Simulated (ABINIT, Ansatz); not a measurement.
An input for ABINIT 10.8.3 (CsSnI3 (Pm-3m)):

```
acell 3*1.0 Angstrom
rprim 
  6.286228000000 0.000000000000 0.000000000000
  0.000000000000 6.286228000000 0.000000000000
  0.000000000000 0.000000000000 6.286228000000
ntypat 3
znucl 55 50 53
natom 5
typat 1 2 3 3 3
xred 
  0.500000000000 0.500000000000 0.500000000000
  0.000000000000 0.000000000000 0.000000000000
  0.500000000000 0.000000000000 0.000000000000
  0.000000000000 0.000000000000 0.500000000000
  0.000000000000 0.500000000000 0.000000000000
pp_dirpath "pseudos"
pseudos "Cs.upf, Sn.upf, I.upf"
ecut 38
ngkpt 4 4 4
nshiftk 1
shiftk 0.11 0.21 0.31
kptopt 3
chksymbreak 0
iscf -2
irdden 1
istwfk *1
nband 72
nbdbuf 6
tolwfr 1e-09
nstep 60
prtvol 0
indata_prefix "in"
outdata_prefix "out"
tmpdata_prefix "tmp"
```

```sh
OMP_NUM_THREADS=1 mpirun -n 8 abinit run.abi > log
```

Estimate wall time and host memory on 8 MPI ranks of AMD EPYC 7R43, shared host.

It took 10 min; on shared hardware allow 5.2 min to 21 min. Peak host memory was 2.3 GiB.

[Paths, hosts, dates, memory and timing lines, banners, echoed tables and standing remarks are left out of the program output.]

[Logs are printed without paths, hosts, clocks, repeated set-up lines and the standing remarks that a program may print on its own settings, such as how far it seeks lower states.]

[Runs of the session that timed out or met a known fault of the program may be left out.]

[Hosts, paths, dates, database ids (printed as entryN), source tags and the programs' standing remarks are cut or masked in the printed files.]

[G0W0 gaps are taken among the corrected bands and points alone; a level outside them can change the order at an edge.]

[Where Ansatz stands beside ABINIT at settings called matched, ABINIT's density can come from a denser mesh and the files from another edition; pairs whose starting gaps differed by over 0.03 eV were left out, so agreement reads better than it is.]
